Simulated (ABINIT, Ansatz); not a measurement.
# Quasiparticle gap of Rb2NaYF6 (Fm-3m) in ABINIT, part 3 of 3

Wanted: ground state, empty states, screening and self-energy for Rb2NaYF6 (Fm-3m).

ABINIT 10.8.3; PBEsol and many-body steps on it, plane waves. Known limits of the many-body steps: not at the basis limit; no spin-orbit coupling; coarse k mesh.

So far. Step 4 (Empty states on the mesh, 2×2×2 mesh, 440 bands): On this mesh the gap is 6.522 eV. Step 5 (Screening, 2×2×2 mesh, 400 bands, screening to 217.7 eV): Local fields lower ε∞ by 10 %. On a Γ-centred mesh this coarse the value itself is usually too large, while a short band sum pulls it down.

### 6. Self-energy, 2×2×2 mesh, 400 bands, screening to 217.7 eV

The self-energy is evaluated for the states that the input lists, and the levels follow from it, in one-shot runs by the linearised quasiparticle equation.

This step: G0W0 on PBEsol, plane waves, norm-conserving pseudopotentials.

The input, run.abi:

```
acell 3*1.0 Angstrom
rprim 
  -0.000000000000 4.447500000000 4.447500000000
  4.447500000000 -0.000000000000 4.447500000000
  4.447500000000 4.447500000000 -0.000000000000
ntypat 4
znucl 37 11 39 9
natom 10
typat 1 1 2 3 4 4 4 4 4 4
xred 
  0.250000000000 0.250000000000 0.250000000000
  0.750000000000 0.750000000000 0.750000000000
  0.500000000000 0.500000000000 0.500000000000
  0.000000000000 -0.000000000000 -0.000000000000
  0.756000000000 0.244000000000 0.244000000000
  0.244000000000 0.756000000000 0.244000000000
  0.244000000000 0.756000000000 0.756000000000
  0.756000000000 0.244000000000 0.756000000000
  0.244000000000 0.244000000000 0.756000000000
  0.756000000000 0.756000000000 0.244000000000
pp_dirpath "pseudos"
pseudos "Rb.upf, Na.upf, Y.upf, F.upf"
ecut 38
ngkpt 2 2 2
nshiftk 1
shiftk 0 0 0
kptopt 1
chksymbreak 0
istwfk *1
occopt 1
irdwfk 1
optdriver 4
nband 400
gwcalctyp 0
ecutsigx 38
symsigma 1
nkptgw 1
kptgw 
  0.0000000000 0.0000000000 0.0000000000
bdgw 
  38 44
ecuteps 8
irdscr 1
ppmodel 1
indata_prefix "in"
outdata_prefix "out"
tmpdata_prefix "tmp"
```

Started as:

```sh
OMP_NUM_THREADS=1 mpirun -n 8 abinit run.abi > log
```

Numbers of over 12 decimals in the logs are rounded to 6 here.

Log:

```text
.Version 10.8.3 of ABINIT. v10.8.2 released Aug 2026.

 Symmetries : space group Fm -3 m (#225); Bravais cF (face-center cubic)
[... echo of the input left out ...]
== DATASET  1 ==================================================================
-   mpi_nproc: 8, omp_nthreads: 1 (-1 if OMP is not activated)

--- !DatasetInfo
iteration_state: {dtset: 1, }
dimensions: {natom: 10, nkpt: 3, mband: 400, nsppol: 1, nspinor: 1, nspden: 1, mpw: 13323, }
cutoff_energies: {ecut:  38.0, pawecutdg:  -1.0, }
electrons: {nelect:   8.00000000E+01, charge:   0.00000000E+00, occopt:   1.00000000E+00, tsmear:   1.00000000E-02, }

 SIGMA: Calculation of the GW corrections

 Based on a program developped by R.W. Godby, V. Olevano, G. Onida, and L. Reining.
 Incorporated in ABINIT by V. Olevano, G.-M. Rignanese, and M. Torrent.
.Using double precision arithmetic ; gwpc =  8

[... cell and pseudopotentials left out ...]
--------------------------------------------------------------------------------

 ==== K-mesh for the wavefunctions ====
 Number of points in the irreducible wedge :     3
[... list of points left out ...]
 Together with 48 symmetry operations and time-reversal symmetry
 yields     8 points in the full Brillouin Zone.

 ==== Q-mesh for screening function ====
 Number of points in the irreducible wedge :     3
[... list of points left out ...]
 Together with 48 symmetry operations and time-reversal symmetry
 yields     8 points in the full Brillouin Zone.

 vcoul_init : cutoff-mode = AUXILIARY_FUNCTION
 q-points for optical limit:   1
     1)      0.000010    0.000020    0.000030
 setmesh: FFT mesh size selected  =    72x   72x   72
          total number of points  =       373248

 Number of electrons calculated from density =   80.0000; Expected =   80.0000
 average of density, n =  0.067378
 r_s =    1.5245
 omega_plasma =   25.0388 [eV]

 === KS Band Gaps ===
  >>>> For spin  1
   Minimum direct gap =   6.5218 [eV], located at k-point      :   0.0000  0.0000  0.0000
   Fundamental gap    =   6.5218 [eV], Top of valence bands at :   0.0000  0.0000  0.0000
                                       Bottom of conduction at :   0.0000  0.0000  0.0000
 SIGMA fundamental parameters:
 PLASMON POLE MODEL  1
 number of plane-waves for SigmaX                13323
 number of plane-waves for SigmaC and W           1243
 number of plane-waves for wavefunctions         13323
 number of bands                                   400
 number of independent spin polarizations            1
 number of spinorial components                      1
 number of k-points in IBZ                           3
 number of q-points in IBZ                           3
 number of symmetry operations                      48
 number of k-points in BZ                            8
 number of q-points in BZ                            8
 number of frequencies for dSigma/dE                 9
 frequency step for dSigma/dE [eV]                0.25
 number of omega for Sigma on real axis              0
 max omega for Sigma on real axis  [eV]           0.00
 zcut for avoiding poles [eV]                     0.10

 EPSILON^-1 parameters (SCR file):
 dimension of the eps^-1 matrix on file           1243
 dimension of the eps^-1 matrix used              1243
 number of plane-waves for wavefunctions         13323
 number of bands                                   400
 number of q-points in IBZ                           3
 number of frequencies                               2
 number of real frequencies                          1
 number of imag frequencies                          1

 matrix elements of self-energy operator (all in [eV])

 Perturbative Calculation

--- !SelfEnergy_ee
iteration_state: {dtset: 1, }
kpoint     : [   0.000,    0.000,    0.000, ]
spin       : 1
KS_gap     :    6.522
QP_gap     :    9.823
Delta_QP_KS:    3.301
data: !SigmaeeData |
     Band     E0 <VxcDFT>   SigX SigC(E0)      Z dSigC/dE  Sig(E)    E-E0       E
       38  -1.244 -22.129 -29.447   4.968   0.804  -0.244 -24.018  -1.889  -3.133
       39  -1.244 -22.129 -29.447   4.968   0.804  -0.244 -24.018  -1.889  -3.133
       40  -1.244 -22.129 -29.447   4.968   0.804  -0.244 -24.018  -1.889  -3.133
       41   5.278  -8.623  -4.270  -2.777   0.896  -0.116  -7.210   1.412   6.690
       42   7.080 -13.543  -7.561  -3.173   0.874  -0.145 -11.089   2.453   9.533
       43   7.080 -13.543  -7.561  -3.173   0.874  -0.145 -11.089   2.453   9.533
       44   7.080 -13.543  -7.561  -3.173   0.874  -0.145 -11.089   2.453   9.533

== END DATASET(S) ==============================================================
================================================================================

 -outvars: echo values of variables after computation  --------
           etotal      0.0000000000E+00
            nband         400
             nkpt           3
          spgroup         225
 [... the other variables as echoed above ...]

 Calculation completed.
```

The job ended after 1.9 min (8 MPI ranks of Intel Xeon Platinum 8259CL at 2.50GHz (Skylake/Cascade Lake), shared host; peak memory 6.5 GiB; 15 min of CPU time).

Numbers from this step:

```yaml
g0w0_gap_on_the_points_computed: 9.823 eV
starting_gap_on_the_mesh: 6.522 eV
k_of_the_valence_top: 0, 0, 0
k_of_the_conduction_bottom: 0, 0, 0
z_at_the_valence_top: 0.804
z_at_the_conduction_bottom: 0.896
least_direct_g0w0_gap_on_the_computed_points: 9.823 eV
```

The gap on the mesh goes from 6.52 eV to 9.82 eV, a correction of +3.30 eV.

Limits: finite bands, cutoff and mesh; no spin-orbit coupling; coarse k mesh. v1 is the top filled band, c1 the lowest empty one. The levels before and after the correction (eV, zero at the valence-band top of each column):

```csv
,conduction bottom,valence top
Kohn-Sham,6.52,0.00
G0W0,9.82,0.00
```

```csv
,level,energy (eV)
Kohn-Sham,Γ v3-v1,0.000
Kohn-Sham,Γ c1,6.522
Kohn-Sham,Γ c2-c4,8.324
G0W0,Γ v3-v1,0.000
G0W0,Γ c1,9.823
G0W0,Γ c2-c4,12.666
```

### 7. Where the time went

Times are wall times on the hardware named with each run, good to a factor of about two.

```
                          step     time  share  memory (GiB)
                  ground state     91 s    7 %           1.3
bands along the symmetry lines  2.8 min   14 %           1.2
      empty states on the mesh  8.7 min   43 %           0.7
                     screening  5.3 min   26 %           6.4
                   self-energy  1.9 min    9 %           6.5
```

### 8. Summary of results

```json
{
 "PBEsol gap": "6.52 eV, direct",
 "G0W0 gap on the mesh": "9.82 eV",
 "GW settings": "2×2×2 mesh, 400 bands, screening to 217.7 eV, Godby-Needs plasmon pole",
 "known limits": "not at the basis limit; no spin-orbit coupling; coarse k mesh"
}
```

What this shows: G0W0 moves the gap on the mesh from 6.52 eV to 9.82 eV (+3.30 eV), with Z of 0.80 and 0.90 at the edges. Local fields lower the RPA ε∞ on this mesh from 2.28 to 2.05; a Γ-centred mesh this coarse tends to raise both, most where the direct gap is narrow, while a short band sum lowers them. Only 1 of the mesh's irreducible points was corrected, so a valley elsewhere could overtake. The dearest step here is «empty states on the mesh». Bands and cutoff are finite, so the gap is not at the basis limit. The miss can reach some tenths of an eV and take either sign; the mesh is an error of its own. In the G0W0 run levels were corrected at 1 k point alone, so a gap called «on the mesh» is the least over those, and an edge elsewhere would be missed. The 2×2×2 mesh is coarse for this cell, which bears on the long-range parts of exchange and screening. The many-body steps are scalar-relativistic: spin-orbit coupling is not in them.

[Paths, hosts, dates, memory and timing lines, banners, echoed tables and standing remarks are left out of the program output.]

[Logs are printed without paths, hosts, clocks, repeated set-up lines and the standing remarks that a program may print on its own settings, such as how far it seeks lower states.]

[Runs of the session that timed out or met a known fault of the program may be left out.]

[Hosts, paths, dates, database ids (printed as entryN), source tags and the programs' standing remarks are cut or masked in the printed files.]

[G0W0 gaps are taken among the corrected bands and points alone; a level outside them can change the order at an edge.]

[Where Ansatz stands beside ABINIT at settings called matched, ABINIT's density can come from a denser mesh and the files from another edition; pairs whose starting gaps differed by over 0.03 eV were left out, so agreement reads better than it is.]
